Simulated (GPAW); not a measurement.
# Near-edge structure at the Ni K edge of MgNi3C (Pm-3m), part 3 of 3

Aim: the dependence of the Ni K near-edge features of MgNi3C (Pm-3m) on volume.

GPAW 26.7.0; X-ray absorption from dipole matrix elements to empty bands, plane-wave PAW LDA.

So far. Step 4 (Spectrum with XCH, Ni atom 1): The total-energy difference is 8311.85 eV. The tabulated edge of the element is 8333 eV. The functional leaves an error in such absolute values: in the free atom LDA prices this hole 17.6 eV below PBE (computed apart), and PBE is itself good to a few eV. Step 6 (Spectrum with XCH, Ni atom 1): The scaled spectrum changes by 12 % r.m.s. The highest intensity below 24 eV goes from 20.8 eV (1.67) to 22.2 eV (1.69).

**7. Reference energy of the supercell**

Level of this step: plane-wave PAW DFT, LDA, self-consistent field (GPAW).

The cell and mesh change for the next run, so it gets a reference energy of its own.

The cell differs from the one that the last finished run ended in (a 5.220 → 5.440 Å, b 5.220 → 5.440 Å, c 5.220 → 5.440 Å).

The input, scf.py:

```python
import numpy as np
from ase import Atoms
from ase.parallel import parprint, paropen
from gpaw import GPAW, PW, FermiDirac, Mixer, MixerDif, setup_paths
from gpaw.test import gen
setup_paths.insert(0, '.')
gen('Ni', name='nch1s', xcname='LDA', corehole=(1, 0, 0), write_xml=True)
from gpaw.mpi import world
world.barrier()

atoms = Atoms('Ni6Mg2C2',
    cell=[[3.84661433, 0, 3.84661433],
     [0, 3.84661433, 3.84661433],
     [-3.84661433, 0, 3.84661433]],
    scaled_positions=[[0, 0.5, 0.5],
     [0.5, 0.5, 0],
     [0.5, 0, 0],
     [0, 0, 0.5],
     [0, 0.5, 0],
     [0.5, 0.5, 0.5],
     [0, 0, 0],
     [0.5, 0, 0.5],
     [0.25, 0.5, 0.75],
     [0.75, 0.5, 0.25]],
    magmoms=[2.0, 2.0, 2.0, 2.0, 2.0, 2.0, 0.0, 0.0, 0.0, 0.0],
    pbc=True)
atoms.calc = calc = GPAW(legacy_gpaw=True, mode=PW(430), xc='LDA', setups={0: 'nch1s'},
    kpts={'size': (4, 4, 4), 'gamma': True}, occupations=FermiDirac(0.1),
    charge=0, mixer=MixerDif(0.05, 8, 50), maxiter=150,
    convergence={'density': 0.0001}, txt='scf.txt')
energy = atoms.get_potential_energy() + calc.get_reference_energy()
ef = calc.get_fermi_level()
out = dict(energy=energy, fermi=ef, forces=atoms.get_forces().tolist(), magmoms=atoms.get_magnetic_moments().tolist())
parprint(f'all-electron energy {energy:.4f} eV, Fermi level {ef:.4f} eV')
ev = np.array([[calc.get_eigenvalues(k, s) for k in range(len(calc.get_ibz_k_points()))] for s in range(calc.get_number_of_spins())])
out['homo'], out['lumo'], out['counts'] = ev[ev < ef].max(), ev[ev > ef].min(), sorted(set((ev < ef).sum((0, 2)).tolist()))
out['filled'] = (ev[:, 0] < ef).sum(1).tolist()
import json
with paropen('out.json', 'w') as f:
    json.dump(out, f)
```

On the command line:

```bash
$ OMP_NUM_THREADS=1 mpirun -n 2 gpaw python scf.py
```

Numbers of over 12 decimals in the logs are rounded to 6 here.

What it wrote:

```text
Input parameters:
  convergence: {density: 0.0001}
  kpts: {gamma: True,
         size: (4, 4, 4)}
  maxiter: 150
  mixer: {backend: pulay,
          beta: 0.05,
          method: difference,
          nmaxold: 8,
          weight: 50}
  mode: {ecut: 430.0,
         name: pw}
  occupations: {fixmagmom: False,
                name: fermi-dirac,
                width: 0.1}
  setups: {0: nch1s}

Initialize ...

[...]
*s    :     0.784720
3p(6) :    -2.618967     0.052480
4p(0) :    -0.049170     1.003908
3d(8) :    -0.335915     0.225674
*d    :     0.664085
--------------------------------

Diagonalizing with gridspacing h=0.050

state   all-electron     PAW
-------------------------------
4s:      -0.215280    -0.215531
3p:      -2.618967    -2.619713
3d:      -0.335915    -0.336667
*f:                    0.071842
-------------------------------
all-electron energy -260771.4115 eV, Fermi level 7.1428 eV
[key lines of the parts left out:]
Converged after 14 iterations.
Dipole moment: (0.000000, 0.000000, 0.000000) |e|*Ang
Free energy:    -75.903689
Fermi level: 7.14284
```

It took 1.8 min on 2 MPI ranks of Arm Neoverse V2, shared host; peak memory 0.43 GiB.

Reference energy: -260771.411 eV with the cores included.

**8. Spectrum with XCH, Ni atom 1**

Shorter bonds are expected to push antibonding states and scattering resonances up, and longer ones down; the cell is scaled to test that.

Changed against the first core-hole run: volume scale from 1 to 1.03.

The input, xas.py:

```python
import numpy as np
from ase import Atoms
from ase.parallel import parprint, paropen
from gpaw import GPAW, PW, FermiDirac, Mixer, MixerDif, setup_paths
from gpaw.test import gen
setup_paths.insert(0, '.')
gen('Ni', name='fch1s', xcname='LDA', corehole=(1, 0, 1), write_xml=True)
from gpaw.mpi import world
world.barrier()

atoms = Atoms('Ni6Mg2C2',
    cell=[[3.84661433, 0, 3.84661433],
     [0, 3.84661433, 3.84661433],
     [-3.84661433, 0, 3.84661433]],
    scaled_positions=[[0, 0.5, 0.5],
     [0.5, 0.5, 0],
     [0.5, 0, 0],
     [0, 0, 0.5],
     [0, 0.5, 0],
     [0.5, 0.5, 0.5],
     [0, 0, 0],
     [0.5, 0, 0.5],
     [0.25, 0.5, 0.75],
     [0.75, 0.5, 0.25]],
    magmoms=[2.0, 2.0, 2.0, 2.0, 2.0, 2.0, 0.0, 0.0, 0.0, 0.0],
    pbc=True)
atoms.calc = calc = GPAW(legacy_gpaw=True, mode=PW(430), xc='LDA', setups={0: 'fch1s'},
    kpts={'size': (4, 4, 4), 'gamma': True}, occupations=FermiDirac(0.1),
    charge=-1, mixer=MixerDif(0.05, 8, 50), maxiter=150,
    convergence={'density': 0.0001}, txt='scf.txt')
energy = atoms.get_potential_energy() + calc.get_reference_energy()
ef = calc.get_fermi_level()
out = dict(energy=energy, fermi=ef, forces=atoms.get_forces().tolist(), magmoms=atoms.get_magnetic_moments().tolist())
parprint(f'all-electron energy {energy:.4f} eV, Fermi level {ef:.4f} eV')
ev = np.array([[calc.get_eigenvalues(k, s) for k in range(len(calc.get_ibz_k_points()))] for s in range(calc.get_number_of_spins())])
out['homo'], out['lumo'], out['counts'] = ev[ev < ef].max(), ev[ev > ef].min(), sorted(set((ev < ef).sum((0, 2)).tolist()))
out['filled'] = (ev[:, 0] < ef).sum(1).tolist()

from ase.units import Ha
from gpaw.xas import dipole_matrix_elements
nb = int(calc.get_number_of_electrons() / 2) + 101
top, nb = nb, nb + 8 + nb // 12
nscf = calc.fixed_density(kpts={'size': (5, 5, 5), 'gamma': True}, nbands=nb,
    convergence={'bands': top, 'eigenstates': 1e-5}, maxiter=60, txt='nscf.txt')
cell = atoms.cell.array
ops = [cell.T @ U.T @ np.linalg.inv(cell.T) for U in nscf.wfs.kd.symmetry.op_scc]
E = np.arange(-6, 34, 0.1)
fwhm = np.interp(E, [4, 25], [1.44, 3.5])
Y, X, zero, highest = 0, 0, 1e9, 1e9
for spin in range(nscf.get_number_of_spins()):
    wfs = nscf.wfs
    A = dipole_matrix_elements(wfs.setups[0])
    eps = np.zeros((wfs.kd.nibzkpts, nb))
    d = np.zeros((3, A.shape[1], wfs.kd.nibzkpts, nb), complex)
    for kpt in wfs.kpt_u:
        if kpt.s == spin and 0 in kpt.P_ani:
            eps[kpt.k] = kpt.eps_n * Ha
            d[:, :, kpt.k] = (kpt.weight * wfs.nspins / 2) ** 0.5 * np.inner(A, kpt.P_ani[0])
    world.sum(eps)
    world.sum(d)
    T = np.einsum('amkn,bmkn->abkn', d, d.conj()).real
    T = sum(np.einsum('ai,ijkn,bj->abkn', R, T, R) for R in ops) / len(ops)
    empty = eps > ef
    zero, highest = min(zero, eps[empty].min()), min(highest, eps[:, top - 1].min())
    lines = [(eps, T, empty)] if spin == 0 else lines + [(eps, T, empty)]
for eps, T, empty in lines:
    f = np.einsum('aakn->akn', T).reshape(3, -1)
    x = eps.ravel() - zero
    w = np.interp(x, E, fwhm) / 2.35482
    g = np.exp(-0.5 * ((E[:, None] - x) / w) ** 2) / (w * (2 * np.pi) ** 0.5)
    Y = Y + (f * empty.ravel()) @ g.T
    X = X + (f * ~empty.ravel()) @ g.T
out.update(E=E.round(2).tolist(), xas=Y.tolist(), xes=X.tolist(), zero=zero, valid=highest - zero, nk=len(eps), nb=nb)
for i in range(0, len(E), 10):
    parprint(f'{E[i]:7.2f}', *(f'{v:10.3e}' for v in Y[:, i]))
import json
with paropen('out.json', 'w') as f:
    json.dump(out, f)
```

On the command line:

```bash
$ OMP_NUM_THREADS=1 mpirun -n 2 gpaw python xas.py
```

What it wrote:

```text
Input parameters:
  charge: -1
  convergence: {density: 0.0001}
  kpts: {gamma: True,
         size: (4, 4, 4)}
  maxiter: 150
  mixer: {backend: pulay,
          beta: 0.05,
          method: difference,
          nmaxold: 8,
          weight: 50}
  mode: {ecut: 430.0,
         name: pw}
  occupations: {fixmagmom: False,
                name: fermi-dirac,
                width: 0.1}
  setups: {0: fch1s}

[...]
4s:      -0.570148    -0.570533
3p:      -3.433483    -3.434132
3d:      -0.952222    -0.952912
*f:                   -0.019534
-------------------------------
all-electron energy -252459.6195 eV, Fermi level 7.2254 eV
  -6.00  1.005e-29  1.005e-29  7.063e-30
  -5.00  2.681e-23  2.681e-23  2.147e-23
  -4.00  5.188e-18  5.188e-18  4.887e-18
  -3.00  7.472e-14  7.472e-14  8.512e-14
[...]
32.00  2.443e-07  2.443e-07  3.372e-07
  33.00  2.579e-07  2.579e-07  2.988e-07
[key lines of the parts left out:]
Converged after 21 iterations.
Dipole moment: (0.000000, 0.000000, 0.000000) |e|*Ang
Free energy:   -120.470405
Fermi level: 7.22542
```

It took 6.9 min on 2 MPI ranks; peak memory 0.75 GiB; 14 min of CPU time.

| E (eV) | first run | this run |
| --- | --- | --- |
| -2.0 | 0.00 | 0.00 |
| -1.0 | 0.03 | 0.03 |
| 0.0 | 0.27 | 0.26 |
| 1.0 | 0.36 | 0.35 |
| 2.0 | 0.37 | 0.37 |
| 3.0 | 0.55 | 0.54 |
| 4.0 | 0.67 | 0.65 |
| 5.0 | 0.72 | 0.72 |
| 6.0 | 0.88 | 0.88 |
| 7.0 | 1.20 | 1.20 |
| 8.0 | 1.19 | 1.12 |
| 9.0 | 0.89 | 0.86 |
| 10.0 | 0.79 | 0.79 |
| 11.0 | 0.85 | 0.86 |
| 12.0 | 0.88 | 0.88 |
| 13.0 | 0.94 | 0.97 |
| 14.0 | 1.14 | 1.20 |
| 15.0 | 1.39 | 1.44 |
| 16.0 | 1.56 | 1.58 |
| 17.0 | 1.60 | 1.57 |
| 18.0 | 1.53 | 1.50 |
| 19.0 | 1.52 | 1.55 |
| 20.0 | 1.63 | 1.65 |
| 21.0 | 1.67 | 1.62 |
| 22.0 | 1.55 | 1.46 |
| 23.0 | 1.40 | 1.35 |
| 24.0 | 1.36 | 1.36 |
| 25.0 | 1.40 | 1.38 |
| 26.0 | 1.38 | 1.29 |
| 27.0 | 1.23 | 1.10 |
| 28.0 | 1.03 | 0.92 |
| 29.0 | 0.89 | 0.84 |
| 30.0 | 0.86 | 0.85 |
| 31.0 | 0.88 | 0.87 |
| 32.0 | 0.89 | 0.85 |

Against the first run the r.m.s. difference is 4 %. The highest intensity below 24 eV goes from 20.8 eV (1.67) to 20.3 eV (1.66).

The photon energy of the zero moves by -0.06 eV.

**9. Supercell without a hole, the energy reference**

The cell changes for the next run, so it gets a reference energy of its own.

The cell differs from the one that the last finished run ended in (a 5.440 → 5.492 Å, b 5.440 → 5.492 Å, c 5.440 → 5.492 Å).

scf.py: that of step 7 with these lines changed.

```diff
@@ -11,5 +11,5 @@
 atoms = Atoms('Ni6Mg2C2',
-    cell=[[3.84661433, 0, 3.84661433],
-     [0, 3.84661433, 3.84661433],
-     [-3.84661433, 0, 3.84661433]],
+    cell=[[3.88360328, 0, 3.88360328],
+     [0, 3.88360328, 3.88360328],
+     [-3.88360328, 0, 3.88360328]],
     scaled_positions=[[0, 0.5, 0.5],
```

On the command line:

```bash
$ OMP_NUM_THREADS=1 mpirun -n 2 gpaw python scf.py
```

What it wrote:

```text
Input parameters:
  convergence: {density: 0.0001}
  kpts: {gamma: True,
         size: (4, 4, 4)}
  maxiter: 150
  mixer: {backend: pulay,
          beta: 0.05,
          method: difference,
          nmaxold: 8,
          weight: 50}
  mode: {ecut: 430.0,
         name: pw}
  occupations: {fixmagmom: False,
                name: fermi-dirac,
                width: 0.1}
  setups: {0: nch1s}

Initialize ...

[...]
*s    :     0.784720
3p(6) :    -2.618967     0.052480
4p(0) :    -0.049170     1.003908
3d(8) :    -0.335915     0.225674
*d    :     0.664085
--------------------------------

Diagonalizing with gridspacing h=0.050

state   all-electron     PAW
-------------------------------
4s:      -0.215280    -0.215531
3p:      -2.618967    -2.619713
3d:      -0.335915    -0.336667
*f:                    0.071842
-------------------------------
all-electron energy -260771.0673 eV, Fermi level 6.8137 eV
[key lines of the parts left out:]
Converged after 18 iterations.
Dipole moment: (-0.000000, -0.000000, 0.000000) |e|*Ang
Free energy:    -75.562077
Fermi level: 6.81368
```

Run time: 2.3 min. Hardware: 2 MPI ranks; peak memory 0.43 GiB; 4.5 min of CPU time.

Reference energy: -260771.067 eV with the cores included.

**10. Spectrum with XCH, Ni atom 1**

Shorter bonds are expected to push antibonding states and scattering resonances up, and longer ones down; the cell is scaled to test that.

Changed against the first core-hole run: volume scale from 1 to 1.06.

xas.py: that of step 8 with these lines changed.

```diff
@@ -11,5 +11,5 @@
 atoms = Atoms('Ni6Mg2C2',
-    cell=[[3.84661433, 0, 3.84661433],
-     [0, 3.84661433, 3.84661433],
-     [-3.84661433, 0, 3.84661433]],
+    cell=[[3.88360328, 0, 3.88360328],
+     [0, 3.88360328, 3.88360328],
+     [-3.88360328, 0, 3.88360328]],
     scaled_positions=[[0, 0.5, 0.5],
@@ -40,3 +40,3 @@
 from gpaw.xas import dipole_matrix_elements
-nb = int(calc.get_number_of_electrons() / 2) + 101
+nb = int(calc.get_number_of_electrons() / 2) + 103
 top, nb = nb, nb + 8 + nb // 12
```

On the command line:

```bash
$ OMP_NUM_THREADS=1 mpirun -n 2 gpaw python xas.py
```

What it wrote:

```text
Input parameters:
  charge: -1
  convergence: {density: 0.0001}
  kpts: {gamma: True,
         size: (4, 4, 4)}
  maxiter: 150
  mixer: {backend: pulay,
          beta: 0.05,
          method: difference,
          nmaxold: 8,
          weight: 50}
  mode: {ecut: 430.0,
         name: pw}
  occupations: {fixmagmom: False,
                name: fermi-dirac,
                width: 0.1}
  setups: {0: fch1s}

[...]
4s:      -0.570148    -0.570533
3p:      -3.433483    -3.434132
3d:      -0.952222    -0.952912
*f:                   -0.019534
-------------------------------
all-electron energy -252459.3274 eV, Fermi level 6.8955 eV
  -6.00  9.591e-30  9.591e-30  7.060e-30
  -5.00  2.571e-23  2.571e-23  2.155e-23
  -4.00  5.000e-18  5.000e-18  4.921e-18
  -3.00  7.229e-14  7.229e-14  8.579e-14
[...]
32.00  2.520e-07  2.520e-07  3.115e-07
  33.00  2.795e-07  2.795e-07  2.823e-07
[key lines of the parts left out:]
Converged after 18 iterations.
Dipole moment: (0.000000, -0.000000, 0.000000) |e|*Ang
Free energy:   -120.181024
Fermi level: 6.89553
```

It took 6.7 min on 2 MPI ranks; peak memory 0.71 GiB.

| E (eV) | first run | this run |
| --- | --- | --- |
| -2.0 | 0.00 | 0.00 |
| -1.0 | 0.03 | 0.03 |
| 0.0 | 0.27 | 0.25 |
| 1.0 | 0.36 | 0.33 |
| 2.0 | 0.37 | 0.37 |
| 3.0 | 0.55 | 0.53 |
| 4.0 | 0.67 | 0.63 |
| 5.0 | 0.72 | 0.72 |
| 6.0 | 0.88 | 0.88 |
| 7.0 | 1.20 | 1.19 |
| 8.0 | 1.19 | 1.07 |
| 9.0 | 0.89 | 0.83 |
| 10.0 | 0.79 | 0.80 |
| 11.0 | 0.85 | 0.86 |
| 12.0 | 0.88 | 0.88 |
| 13.0 | 0.94 | 1.02 |
| 14.0 | 1.14 | 1.26 |
| 15.0 | 1.39 | 1.48 |
| 16.0 | 1.56 | 1.58 |
| 17.0 | 1.60 | 1.53 |
| 18.0 | 1.53 | 1.49 |
| 19.0 | 1.52 | 1.58 |
| 20.0 | 1.63 | 1.64 |
| 21.0 | 1.67 | 1.54 |
| 22.0 | 1.55 | 1.39 |
| 23.0 | 1.40 | 1.33 |
| 24.0 | 1.36 | 1.35 |
| 25.0 | 1.40 | 1.32 |
| 26.0 | 1.38 | 1.18 |
| 27.0 | 1.23 | 0.98 |
| 28.0 | 1.03 | 0.85 |
| 29.0 | 0.89 | 0.82 |
| 30.0 | 0.86 | 0.85 |
| 31.0 | 0.88 | 0.85 |
| 32.0 | 0.89 | 0.83 |

Against the first run the r.m.s. difference is 8 %. The highest intensity below 24 eV goes from 20.8 eV (1.67) to 19.9 eV (1.65).

The photon energy of the zero moves by -0.11 eV.

**11. The volumes side by side**

| volume | nearest distance (Å) | shift of the zero (eV) | maximum 1 (eV above own zero) | maximum 2 (eV above own zero) | maximum 3 (eV above own zero) |
| --- | --- | --- | --- | --- | --- |
| 0.91 | 1.846 | +0.15 | 7.8 | 17.8 | 22.2 |
| 1 | 1.904 | +0.00 | 7.5 | 16.7 | 20.8 |
| 1.03 | 1.923 | -0.06 | 7.4 | 16.4 | 20.3 |
| 1.06 | 1.942 | -0.11 | 7.3 | 16.1 | 19.9 |

The curves, each shifted by its zero's change so that they share one photon-energy axis, counted from the zero at V × 1:

| E (eV) | V × 0.91 | V × 1 | V × 1.03 | V × 1.06 |
| --- | --- | --- | --- | --- |
| -2.0 | 0.00 | 0.00 | 0.00 | 0.00 |
| -1.0 | 0.02 | 0.03 | 0.03 | 0.04 |
| 0.0 | 0.25 | 0.27 | 0.28 | 0.28 |
| 1.0 | 0.43 | 0.36 | 0.34 | 0.33 |
| 2.0 | 0.36 | 0.37 | 0.38 | 0.39 |
| 3.0 | 0.54 | 0.55 | 0.55 | 0.55 |
| 4.0 | 0.71 | 0.67 | 0.65 | 0.63 |
| 5.0 | 0.74 | 0.72 | 0.73 | 0.73 |
| 6.0 | 0.86 | 0.88 | 0.89 | 0.91 |
| 7.0 | 1.11 | 1.20 | 1.21 | 1.21 |
| 8.0 | 1.37 | 1.19 | 1.11 | 1.03 |
| 9.0 | 1.09 | 0.89 | 0.85 | 0.82 |
| 10.0 | 0.84 | 0.79 | 0.80 | 0.81 |
| 11.0 | 0.79 | 0.85 | 0.86 | 0.86 |
| 12.0 | 0.87 | 0.88 | 0.88 | 0.89 |
| 13.0 | 0.89 | 0.94 | 0.98 | 1.04 |
| 14.0 | 0.95 | 1.14 | 1.22 | 1.28 |
| 15.0 | 1.16 | 1.39 | 1.45 | 1.50 |
| 16.0 | 1.40 | 1.56 | 1.58 | 1.58 |
| 17.0 | 1.57 | 1.60 | 1.56 | 1.52 |
| 18.0 | 1.63 | 1.53 | 1.50 | 1.49 |
| 19.0 | 1.57 | 1.52 | 1.55 | 1.59 |
| 20.0 | 1.52 | 1.63 | 1.65 | 1.64 |
| 21.0 | 1.58 | 1.67 | 1.61 | 1.53 |
| 22.0 | 1.68 | 1.55 | 1.45 | 1.37 |
| 23.0 | 1.65 | 1.40 | 1.35 | 1.33 |
| 24.0 | 1.50 | 1.36 | 1.36 | 1.35 |
| 25.0 | 1.41 | 1.40 | 1.37 | 1.31 |
| 26.0 | 1.45 | 1.38 | 1.28 | 1.16 |
| 27.0 | 1.51 | 1.23 | 1.09 | 0.96 |
| 28.0 | 1.45 | 1.03 | 0.92 | 0.84 |
| 29.0 | 1.27 | 0.89 | 0.84 | 0.82 |
| 30.0 | 1.07 | 0.86 | 0.85 | 0.85 |
| 31.0 | 0.94 | 0.88 | 0.87 | 0.85 |
| 32.0 | 0.91 | 0.89 | 0.85 | 0.83 |

**12. Results**

| Item | Value |
| --- | --- |
| absorber and edge | Ni K, atom 1 of the ground-state input (counted from 1) |
| surroundings | 2 C at 1.90 Å (linear, site symmetry 4/mmm) |
| highest intensity below 24 eV | 20.8 eV above the zero, height 1.67 |
| photon energy of the zero (spin-polarised hole, raw) | 8311.8 eV (LDA puts this hole about 18 eV below PBE, itself good to a few eV) |

**Reading.** From V × 0.91 to V × 1.06 the nearest distance grows by 0.096 Å and the zero moves by -0.26 eV. Above their own zero, the maxima move from 7.8 to 7.3 eV, from 17.8 to 16.1 eV and from 22.2 to 19.9 eV. The one highest in energy moves most, in the direction that the rule ΔE·R² ≈ constant for scattering resonances gives. The Ni K edge of atom 1, with 2 C at 1.90 Å (linear, site symmetry 4/mmm), has its highest intensity of the first 24 eV at 20.8 eV above the zero, near 8333 eV in photon energy (LDA puts this hole about 18 eV below PBE, itself good to a few eV), 1.7 times the mean level of the first 20 eV (Gaussian full width 1.44 eV up to 4 eV, rising linearly to 3.5 eV at 25 eV). The strongest dipole feature below the main edge lies at 0.7 eV (height 0.39); the site has an inversion centre, so it comes from p states mixed with the neighbours' empty states, not from local p–d mixing. The hole lies in one spin channel, while the script sums the empty states of both and takes the lower zero; where the two channels are split, this blurs and shifts the curve. Quadrupole 1s→3d transitions, which feed the pre-edge, are not in the dipole spectrum. The starting moments shrank to 0.00 μB or less, so this is hardly a magnetic state. The holes are only 5.4 Å apart, so the shape is probably not converged with cell size; no larger cell was run here. The mesh is coarse (0.33 Å⁻¹ between points), so small maxima may be mesh ripples. Lifetime broadening is put in by hand, and intensities beyond about 20 eV depend on it and on the partial waves. The structure is a published determination, not relaxed.

[Banner, clock and machine lines of the logs are left out without a mark of their own.]

[Logs are printed without paths, hosts, clocks, repeated set-up lines and the standing remarks that a program may print on its own settings, such as how far it seeks lower states.]

[Hosts, paths, dates, database ids (printed as entryN), source tags and the programs' standing remarks are cut or masked in the printed files.]

[Lists of maxima count a maximum above −3 eV only where it reaches 4 % of the highest in the window and stands out from its surroundings by 2 % of it (1.5 % where it reaches 55 %); shoulders and weaker maxima are passed over, and of the rest the first, up to two pre-edge ones and the few strongest are named.]
